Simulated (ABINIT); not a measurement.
**Quasiparticle gap of TiO2 (Rutile) in ABINIT**

Aim: the G0W0 gap of TiO2 (Rutile) on LDA, step by step.

Main program and level: ABINIT 10.8.3; LDA and many-body steps on it, plane waves.

**The experiments to reproduce.**

- Gap 3.28 eV: optical bandgap after anatase to rutile transformation; spectroscopic ellipsometry; film (polycrystalline sol-gel film on Si(100), annealed at high temperature below 800 °C) (“Photocatalytic Performance of Sol-Gel Prepared TiO2 Thin Films Annealed at Various Temperatures”, 2023, pmc:10419699).

- Gap 3.03 eV: experimental band gap, quoted; bulk crystal (quoted in “Polaron-induced phonon localization and stiffening in rutile TiO2”, 2016, arxiv:1612.05679).

- Gap 3.09 ± 0.06 eV: optical gap from Tauc plot assuming indirect allowed transition; UV/vis diffuse reflectance, Kubelka-Munk and Tauc analysis; film (30 nm ALD shell on quartz particles, grown at 200 C, annealed in air at 500 C; rutile-rich with some anatase) on SiO2 (quartz particles) (“Defect-Mediated Crystallization of the Particulate TiO2 Photocatalyst Grown by Atomic Layer Deposition”, 2024, pmc:11726664).

- Gap 3.05 eV: band gap; bulk crystal (literature experimental value) (quoted in “Hydrogen related defects in titanium dioxide at the interface to palladium”, 2021, arxiv:2112.05953).

### Step 1. Set-up

Symmetry: P4_2/mnm, No. 136, tetragonal system. Conventional cell: a = 4.592 Å, b = 4.592 Å, c = 2.957 Å, α = 90.00°, β = 90.00°, γ = 90.00°. Nearest to Ti lie 6 O at 1.95 to 1.98 Å. O has 3 Ti at 1.95 to 1.98 Å nearest. Farther neighbours and most contacts between anions are not listed.

The cell and positions come from the Crystallography Open Database and are kept as given unless a step says otherwise.

### Step 2. Ground state

This step: ABINIT 10.8.3; DFT, LDA, plane waves, norm-conserving pseudopotentials.

The ground-state density comes first.

run.abi

```
acell 3*1.0 Angstrom
rprim 
  4.592200000000 0.000000000000 0.000000000000
  0.000000000000 4.592200000000 0.000000000000
  0.000000000000 0.000000000000 2.957400000000
ntypat 2
znucl 22 8
natom 6
typat 1 1 2 2 2 2
xred 
  0.000000000000 0.000000000000 0.000000000000
  0.500000000000 0.500000000000 0.500000000000
  0.304960000000 0.304960000000 0.000000000000
  0.195040000000 0.804960000000 0.500000000000
  0.695040000000 0.695040000000 0.000000000000
  0.804960000000 0.195040000000 0.500000000000
pp_dirpath "pseudos"
pseudos "Ti.upf, O.upf"
ecut 38
ngkpt 4 4 8
nshiftk 1
shiftk 0 0 0
kptopt 1
chksymbreak 0
nband 31
occopt 1
tolvrs 1e-10
nstep 60
prtwf 0
optforces 0
optstress 0
indata_prefix "in"
outdata_prefix "out"
tmpdata_prefix "tmp"
```

Run with:

```console
$ OMP_NUM_THREADS=1 mpirun -n 4 abinit run.abi > log
```

Numbers of over 12 decimals in the logs are rounded to 6 here.

Log:

```text
.Version 10.8.3 of ABINIT. v10.8.2 released Aug 2026.

 Symmetries : space group P4_2/m n m (#136); Bravais tP (primitive tetrag.)
================================================================================
 Values of the parameters that define the memory need of the present run
     intxc =       0    ionmov =       0      iscf =       7    lmnmax =       6
     lnmax =       6     mgfft =      50  mpssoang =       3    mqgrid =    3001
     natom =       6  nloc_mem =       1    nspden =       1   nspinor =       1
    nsppol =       1      nsym =      16    n1xccc =    2501    ntypat =       2
    occopt =       1   xclevel =       1
-    mband =          31        mffmem =           1         mkmem =           8
       mpw =        4726          nfft =       80000          nkpt =          30
================================================================================
  Rough estimation (10% accuracy) of disk space for files :
================================================================================

--------------------------------------------------------------------------------
------------- Echo of variables that govern the present computation ------------
--------------------------------------------------------------------------------
 -outvars: echo values of preprocessed input variables --------
            acell      1.8897261259E+00  1.8897261259E+00  1.8897261259E+00 Bohr

      chksymbreak           0
             ecut      3.80000000E+01 Hartree
-          fftalg         312

              ixc       -1012
              kpt      0.00000000E+00  0.00000000E+00  0.00000000E+00
                       2.50000000E-01  0.00000000E+00  0.00000000E+00
                       5.00000000E-01  0.00000000E+00  0.00000000E+00
                       2.50000000E-01  2.50000000E-01  0.00000000E+00
                       5.00000000E-01  2.50000000E-01  0.00000000E+00
                       5.00000000E-01  5.00000000E-01  0.00000000E+00
                       0.00000000E+00  0.00000000E+00  1.25000000E-01
                       2.50000000E-01  0.00000000E+00  1.25000000E-01
                       5.00000000E-01  0.00000000E+00  1.25000000E-01
   [... 19 further rows ...]
                       5.00000000E-01  2.50000000E-01  5.00000000E-01
                       5.00000000E-01  5.00000000E-01  5.00000000E-01
         kptrlatt        4    0    0      0    4    0      0    0    8
          kptrlen      3.47120013E+01
P           mkmem           8
            natom           6
            nband          31
            ngfft          50      50      32
             nkpt          30
            nstep          60
             nsym          16
           ntypat           2
              occ      2.000000  2.000000  2.000000  2.000000  2.000000  2.000000
                       2.000000  2.000000  2.000000  2.000000  2.000000  2.000000
                       2.000000  2.000000  2.000000  2.000000  2.000000  2.000000
                       2.000000  2.000000  2.000000  2.000000  2.000000  2.000000
                       0.000000  0.000000  0.000000  0.000000  0.000000  0.000000
                       0.000000
        optforces           0
        optstress           0
            prtwf           0
            rprim      4.5922000000E+00  0.0000000000E+00  0.0000000000E+00
[...]
spgroup         136

           tolvrs      1.00000000E-10

             xred      0.0000000000E+00  0.0000000000E+00  0.0000000000E+00
[...]
znucl       22.00000    8.00000

================================================================================

 chkinp: Checking input parameters for consistency.

================================================================================
== DATASET  1 ==================================================================
-   mpi_nproc: 4, omp_nthreads: 1 (-1 if OMP is not activated)

--- !DatasetInfo
iteration_state: {dtset: 1, }
dimensions: {natom: 6, nkpt: 30, mband: 31, nsppol: 1, nspinor: 1, nspden: 1, mpw: 4726, }
cutoff_energies: {ecut:  38.0, pawecutdg:  -1.0, }
electrons: {nelect:   4.80000000E+01, charge:   0.00000000E+00, occopt:   1.00000000E+00, tsmear:   1.00000000E-02, }

 Real(R)+Recip(G) space primitive vectors, cartesian coordinates (Bohr,Bohr^-1):
 R(1)=  8.6780003  0.0000000  0.0000000  G(1)=  0.1152339  0.0000000  0.0000000
 R(2)=  0.0000000  8.6780003  0.0000000  G(2)=  0.0000000  0.1152339  0.0000000
 R(3)=  0.0000000  0.0000000  5.5886760  G(3)=  0.0000000  0.0000000  0.1789333
 Unit cell volume ucvol=  4.2087028E+02 bohr^3
 Angles (23,13,12)=  9.00000000E+01  9.00000000E+01  9.00000000E+01 degrees

 getcut: wavevector=  0.0000  0.0000  0.0000  ngfft=  50  50  32
         ecut(hartree)=     38.000   => boxcut(ratio)=   2.06340

--- Pseudopotential description ------------------------------------------------
- Ti Generated using ONCVPSP code by D. R. Hamann
- 22.00000  12.00000  180309                  znucl, zion, pspdat
12 -1012 2 -1 1568                            pspcod,pspxc,lmax,lloc,mmax
     nproj     2     2     2
  pspatm : epsatm=   14.84363209
         --- l  ekb(1:nproj) -->
[...]
pspatm: atomic psp has been read  and splines computed

- O Generated using ONCVPSP code by D. R. Hamann
-  8.00000   6.00000  201201                  znucl, zion, pspdat
12 -1012 2 -1 926                             pspcod,pspxc,lmax,lloc,mmax
     nproj     2     2     1
  pspatm : epsatm=    6.27558587
         --- l  ekb(1:nproj) -->
[...]
2   -1.033686
 pspatm: atomic psp has been read  and splines computed

   2.62990117E+03                                ecore*ucvol(ha*bohr**3)
--------------------------------------------------------------------------------

_setup2: Arith. and geom. avg. npw (full set) are    4710.164    4710.145

================================================================================

--- !BeginCycle
iteration_state: {dtset: 1, }
solver: {iscf: 7, nstep: 60, nline: 4, wfoptalg: 0, }
tolerances: {tolvrs: 1.00E-10, }

     iter   Etot(hartree)      deltaE(h)  residm     vres2
 ETOT  1  -184.14975049750    -1.841E+02 1.772E-01 2.364E+03
 ETOT  2  -168.87495081674     1.527E+01 1.008E-01 4.366E+04
 ETOT  3  -184.96089467180    -1.609E+01 5.260E-02 5.037E+02
 ETOT  4  -185.00257338925    -4.168E-02 3.629E-02 3.516E+02
 ETOT  5  -185.04960813951    -4.703E-02 6.378E-03 1.592E+02
 ETOT  6  -185.08540111802    -3.579E-02 4.822E-03 3.904E+01
 ETOT  7  -185.09602370781    -1.062E-02 5.353E-03 7.970E-01
 ETOT  8  -185.09623902053    -2.153E-04 1.872E-03 9.347E-02
 ETOT  9  -185.09626992130    -3.090E-05 3.988E-03 9.704E-04
 ETOT 10  -185.09627001954    -9.824E-08 1.074E-03 9.129E-04
 ETOT 11  -185.09627033271    -3.132E-07 2.099E-03 2.220E-05
 ETOT 12  -185.09627033872    -6.014E-09 5.318E-04 1.089E-06
 ETOT 13  -185.09627033920    -4.815E-10 9.105E-04 2.115E-07
 ETOT 14  -185.09627033930    -9.470E-11 6.333E-04 2.887E-09
 ETOT 15  -185.09627033929     6.793E-12 5.851E-04 2.424E-10
 ETOT 16  -185.09627033929    -1.904E-12 6.810E-04 5.818E-11

 At SCF step   16       vres2   =  5.82E-11 < tolvrs=  1.00E-10 =>converged.

--- !ResultsGS
iteration_state: {dtset: 1, }
comment   : Summary of ground state results
lattice_vectors:
- [  8.6780003,   0.0000000,   0.0000000, ]
- [  0.0000000,   8.6780003,   0.0000000, ]
- [  0.0000000,   0.0000000,   5.5886760, ]
lattice_lengths: [   8.67800,    8.67800,    5.58868, ]
lattice_angles: [ 90.000,  90.000,  90.000, ] # degrees, (23, 13, 12)
lattice_volume:   4.2087028E+02
convergence: {deltae: -1.904E-12, res2:  5.818E-11, residm:  6.810E-04, diffor:  0.000E+00, }
etotal    :  -1.85096270E+02
entropy   :   0.00000000E+00
fermie    :   1.92991521E-01
cartesian_stress_tensor: null
pressure_GPa: null
xred      :
- [  0.0000E+00,   0.0000E+00,   0.0000E+00, Ti]
- [  5.0000E-01,   5.0000E-01,   5.0000E-01, Ti]
- [  3.0496E-01,   3.0496E-01,   0.0000E+00,  O]
- [  1.9504E-01,   8.0496E-01,   5.0000E-01,  O]
- [  6.9504E-01,   6.9504E-01,   0.0000E+00,  O]
- [  8.0496E-01,   1.9504E-01,   5.0000E-01,  O]
cartesian_forces: null
force_length_stats: {min: null, max: null, mean: null, }

 Integrated electronic density in atomic spheres:
 ------------------------------------------------
 Atom  Sphere_radius  Integrated_density
[...]
================================================================================

 ----iterations are completed or convergence reached----

 Mean square residual over all n,k,spin=   15.652E-07; max=  68.100E-05
 reduced coordinates (array xred) for    6 atoms
[...]
0.500000000000      0.500000000000      0.500000000000
       0.304960000000      0.304960000000      0.000000000000
       0.195040000000      0.804960000000      0.500000000000
       0.695040000000      0.695040000000      0.000000000000
       0.804960000000      0.195040000000      0.500000000000
 rms dE/dt=  0.0000E+00; max dE/dt=  0.0000E+00; dE/dt below (all hartree)
    1       0.000000000000      0.000000000000      0.000000000000
    2       0.000000000000      0.000000000000      0.000000000000
    3       0.000000000000      0.000000000000      0.000000000000
    4       0.000000000000      0.000000000000      0.000000000000
    5       0.000000000000      0.000000000000      0.000000000000
    6       0.000000000000      0.000000000000      0.000000000000

 cartesian coordinates (angstrom) at end:
    1      0.000000     0.000000     0.000000
    2      2.296100     2.296100     1.478700
    3      1.400437     1.400437     0.000000
    4      0.895663     3.696537     1.478700
    5      3.191763     3.191763     0.000000
    6      3.696537     0.895663     1.478700
 length scales=  1.889726125908  1.889726125908  1.889726125908 bohr
              =  1.000000000000  1.000000000000  1.000000000000 angstroms
 prteigrs : about to open file out_EIG
 Fermi (or HOMO) energy (hartree) =   0.19299   Average Vxc (hartree)=  -0.44434
 Eigenvalues (hartree) for nkpt=  30  k points:
 kpt#   1, nband= 31, wtk=  0.00781, kpt=  0.0000  0.0000  0.0000 (reduced coord)
  -1.87422   -1.87354   -1.01618   -1.01618   -1.00991   -1.00991   -1.00873   -1.00741
  -0.46454   -0.41946   -0.39074   -0.39074   -0.02203   -0.00592    0.00828    0.05131
   0.05131    0.09788    0.09788    0.11941    0.16686    0.17616    0.17616    0.19299
   0.26046    0.27087    0.28073    0.28421    0.28421    0.35810    0.36264
 prteigrs : prtvol=0 or 1, do not print more k-points.

--- !EnergyTerms
iteration_state     : {dtset: 1, }
comment             : Components of total free energy in Hartree
kinetic             :  8.98938655227943E+01
hartree             :  4.24338808458528E+01
xc                  : -3.36852396652810E+01
Ewald energy        : -1.32190796511257E+02
psp_core            :  6.24872149725221E+00
local_psp           : -1.48456484617139E+02
non_local_psp       : -9.34021741151340E+00
total_energy        : -1.85096270339292E+02
total_energy_eV     : -5.03672610489298E+03
band_energy         : -2.09357957083935E+01

== END DATASET(S) ==============================================================
================================================================================

 -outvars: echo values of variables after computation  --------
           etotal     -1.8509627034E+02
            nband          31
             nkpt          30
          spgroup         136
 [... the other variables as echoed above ...]

 Calculation completed.
```

Elapsed: 65 s, on 4 MPI ranks of Arm Neoverse V1, shared host; peak memory 0.36 GiB.

Numbers from this step:

```yaml
total_energy: -5036.7261 eV
gap: 1.836 eV
k_of_the_valence_top: 0, 0, 0
k_of_the_conduction_bottom: 0, 0, 0
least_direct_gap: 1.836 eV
```

The gap is direct, at Γ.

(Part 1 of 3 ends here.)

[Paths, hosts, dates, memory and timing lines, banners, echoed tables and standing remarks are left out of the program output.]

[Logs are printed without paths, hosts, clocks, repeated set-up lines and the standing remarks that a program may print on its own settings, such as how far it seeks lower states.]

[Runs of the session that timed out or met a known fault of the program may be left out.]

[Hosts, paths, dates, database ids (printed as entryN), source tags and the programs' standing remarks are cut or masked in the printed files.]

[G0W0 gaps are taken among the corrected bands and points alone; a level outside them can change the order at an edge.]

[Where Ansatz stands beside ABINIT at settings called matched, ABINIT's density can come from a denser mesh and the files from another edition; pairs whose starting gaps differed by over 0.03 eV were left out, so agreement reads better than it is.]
